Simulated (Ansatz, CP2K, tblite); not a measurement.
**Other levels on H-capped GaAs nanowire along [112] (32 atoms)**

The cell holds 32 atoms: 8 Ga, 8 As and 16 H. Cell: a = 17.543 Å, b = 16.160 Å, c = 6.923 Å, α = 90.0°, β = 90.0°, γ = 90.0°. It derives from GaAs (zinc-blende). Square section of size parameter 3.53 Å cut from zinc-blende GaAs (a = 5.653 Å) along [112], 1 period, broken bonds capped with H, 9 Å of vacuum. Then every atom was moved at random, 0.05 Å r.m.s. a Cartesian component (hydrogen 0.6 of that). Regions: wire, 16 atoms (8 Ga and 8 As); hydrogen, 16 atoms (16 H). Vacuum lies along a and b. The structure repeats along c.

Geometry: as built.

The reference, a calculation:

```
method                                           : Kohn-Sham DFT, PBE, PAW, plane waves (Ansatz 0.2.0); cutoff 420 eV, Γ point, fermi-dirac smearing of 0.05 eV; PAW set soft_2
r.m.s. force component                           : 0.9996 eV/Å
longest force                                    : 3.997 eV/Å
gap (highest filled to lowest empty level) : 2.032 eV
SCF cycles                                       : 9
time                                             : 12 s on 4 threads of Arm Neoverse V1, shared host
CPU time                                         : 36 s
```

Q: Estimate the differences from the reference, the CPU time and the memory of each run.
- CP2K PBE, DZVP-UZH, 560/60 Ry, diagonalisation (CP2K 2026.2; 1 thread)
- CP2K PBE, TZV2P-MOLOPT (SR for Ga, As), 800/60 Ry, diagonalisation (CP2K 2026.2; 2 threads)
- CP2K PBE, DZVP-UZH, 800/20 Ry, diagonalisation (CP2K 2026.2; 2 threads)
- tblite GFN1-xTB (tblite 0.8.0; 1 thread)
- CP2K PBE, DZVP-UZH, 800/60 Ry, diagonalisation (CP2K 2026.2; 2 threads)
- CP2K PBEsol, PBE potentials, DZVP-UZH, 800/60 Ry, diagonalisation (CP2K 2026.2; 2 threads)

Differences are against the plane-wave reference, forces as r.m.s. over components; share is that over the reference's r.m.s. force, slope the least-squares factor from reference forces to these. Total energies of different programs have different zeros and aren't compared.

```
                                                               run  Δ force, r.m.s. (meV/Å)  share (%)  slope  Δ gap (eV)  cores  CPU time  memory (GiB)
                                                         reference                        -          -      -           -      4      36 s           1.5
           CP2K PBE, DZVP-UZH, 560/60 Ry, diagonalisation (coarse)                     58.5       5.86  1.031     -0.0198      1   4.3 min           4.1
CP2K PBE, TZV2P-MOLOPT (SR for Ga, As), 800/60 Ry, diagonalisation                     29.7       2.97  1.013     -0.0056      2   8.6 min           6.8
           CP2K PBE, DZVP-UZH, 800/20 Ry, diagonalisation (coarse)                      353       35.3  1.116     -0.0219      2   5.2 min           6.8
                                                   tblite GFN1-xTB                      300       30.0  0.832           -      1       1 s          0.14
                    CP2K PBE, DZVP-UZH, 800/60 Ry, diagonalisation                     36.5       3.65  1.026     -0.0197      2     6 min           6.8
 CP2K PBEsol, PBE potentials, DZVP-UZH, 800/60 Ry, diagonalisation                      101       10.1  1.032     -0.0539      2   6.2 min           6.8
```

Rows marked coarse were listed beforehand as settings not expected to be converged; some can still land near the reference.

CPU time is summed over cores on a shared host, where runs went side by side, so it is rough. Symmetry, cutoffs, thresholds, outputs and thread counts weren't matched or tuned between programs; memory under MPI is the largest rank's times the ranks.

The PBE runs in local orbitals, coarse settings apart, differ by 3.0 % (CP2K PBE, TZV2P-MOLOPT (SR for Ga, As), 800/60 Ry, diagonalisation) to 3.7 % (CP2K PBE, DZVP-UZH, 800/60 Ry, diagonalisation); basis, grid and potentials can all enter. Tight binding differs by 30 % (tblite GFN1-xTB); it is another model, with fitted parameters of its own, and the xTB methods hold dispersion. Rows with another functional or a dispersion term differ by 10 % (CP2K PBEsol, PBE potentials, DZVP-UZH, 800/60 Ry, diagonalisation), which mixes the change of model with differences of basis and potentials, some of them made for another functional. Runs with settings chosen to be coarse differ by 5.9 % (CP2K PBE, DZVP-UZH, 560/60 Ry, diagonalisation) to 35 % (CP2K PBE, DZVP-UZH, 800/20 Ry, diagonalisation), their programs' other errors included. Periodic xTB results under one method name differ between programs and library versions. Caps of real hydrogen don't mimic the fractional bonds of a polar compound, so surface states and strained caps may belong to the model. The electronic-structure runs sample only Γ, in a cell whose periodic width is 7 Å.

[Logs are printed without paths, hosts, clocks, repeated set-up lines and the standing remarks that a program may print on its own settings, such as how far it seeks lower states.]

[Hosts, paths, dates, database ids (printed as entryN), source tags and the programs' standing remarks are cut or masked in the printed files.]
